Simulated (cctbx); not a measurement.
## Occupancies in Ba8P4NF

Cell a = 9.7380 Å, b = 9.7380 Å, c = 9.3610 Å, α = 90.00°, β = 90.00°, γ = 90.00°; space group I-4 (no. 82); nominal formula Ba8P4NF.

The data are simulated with cctbx, not measured: Mo Kα, λ = 0.71073 Å, to d = 0.75 Å, 95 % of the full sphere, strongest reflection 5000 counts, noise from counting, a 4 % proportional error and a noise floor of 8 counts (s.d.); no absorption, and some extinction, which the refinements don't model.

With every site full:

```text
Rint 0.040, 1094 unique reflections to 0.75 A
cycle     R1     wR2    GooF  max shift (A)
   1  0.0946  0.2092   5.525   0.00312
   2  0.0176  0.0401   1.060   0.00000
final R1 0.0176 wR2 0.0401 GooF 1.060  parameters 31  data/parameter 35.3
atom        x        y        z      Ueq    occ   su(xyz)  su(Uiso or U11)
Ba1    0.57880  0.17021  0.94264   0.0093  1.000  0.00003  0.0002
Ba2    0.55967  0.30291  0.31779   0.0095  1.000  0.00003  0.0002
P1     0.24793  0.36409  0.37636   0.0118  1.000  0.00017  0.0007
F2     0.00000  0.00000  0.50000   0.0074  1.000  0.00000  0.0018
N1     0.50000  0.00000  0.25000   0.0252  1.000  0.00000  0.0040
difference map: max 0.75 min -0.95 rms 0.20
Q1    0.0306  0.7824  0.6583    8    0.77  1.53 A from Ba2
Q2    0.0423  0.4208  0.8847    8    0.73  1.53 A from N1
Q3    0.1168  0.2813  0.4696    8    0.67  1.74 A from P1
Q4    0.1634  0.2886  0.8744    8    0.65  1.72 A from P1
Q5    0.1882  0.2866  0.7705    8    0.64  1.88 A from P1
Q6    0.0636  0.2001  0.0410    8    0.63  2.15 A from P1
```

With the occupancies of the suspect sites free, each still typed as its main element:

```text
Rint 0.040, 1094 unique reflections to 0.75 A
cycle     R1     wR2    GooF  max shift (A)
   1  0.0405  0.0938   2.481   0.00008
   2  0.0175  0.0401   1.061   0.00002
final R1 0.0175 wR2 0.0401 GooF 1.060  parameters 33  data/parameter 33.2
atom        x        y        z      Ueq    occ   su(xyz)  su(Uiso or U11)
Ba1    0.57880  0.17020  0.94263   0.0093  1.000  0.00003  0.0002
Ba2    0.55967  0.30291  0.31779   0.0095  1.000  0.00003  0.0002
P1     0.24793  0.36408  0.37637   0.0116  0.993  0.00017  0.0009
F2     0.00000  0.00000  0.50000   0.0073  0.998  0.00000  0.0025
N1     0.50000  0.00000  0.25000   0.0253  1.000  0.00000  0.0041
su of occupancy P1: 0.011
su of occupancy F2: 0.035
difference map: max 0.75 min -0.95 rms 0.20
Q1    0.0307  0.7824  0.6583    8    0.77  1.53 A from Ba2
Q2    0.0423  0.4209  0.8847    8    0.73  1.53 A from N1
Q3    0.1169  0.2814  0.4695    8    0.66  1.74 A from P1
Q4    0.1636  0.2885  0.8744    8    0.65  1.72 A from P1
Q5    0.1881  0.2868  0.7702    8    0.63  1.88 A from P1
Q6    0.0666  0.1991  0.0402    8    0.63  2.18 A from P1
```

**Question.** What is the disorder?

X-rays count electrons. P1 refines to 0.993(0.011), or 14.9 electrons; the site truly holds 0.9875 P and 0.0125 F, 14.9 electrons, which is 0.995 of P; F2 refines to 0.998(0.035), or 9.0 electrons; the site truly holds 0.95 F and 0.05 P, 9.3 electrons, which is 1.033 of F. All are within 3 s.u. of full, so these data don't show the disorder. Occupancy correlates with U and the scale, and the two elements' form factors differ in shape, so the match is approximate.

Freeing them takes R1 from 0.0176 to 0.0175 and GooF from 1.06 to 1.06.

The model is made up (kin elements in a known structure type, no relaxation), so it says nothing on whether the phase exists.

[Middle refinement cycles are left out of these outputs.]

[Logs are printed without paths, hosts, clocks, repeated set-up lines and the standing remarks that a program may print on its own settings, such as how far it seeks lower states.]
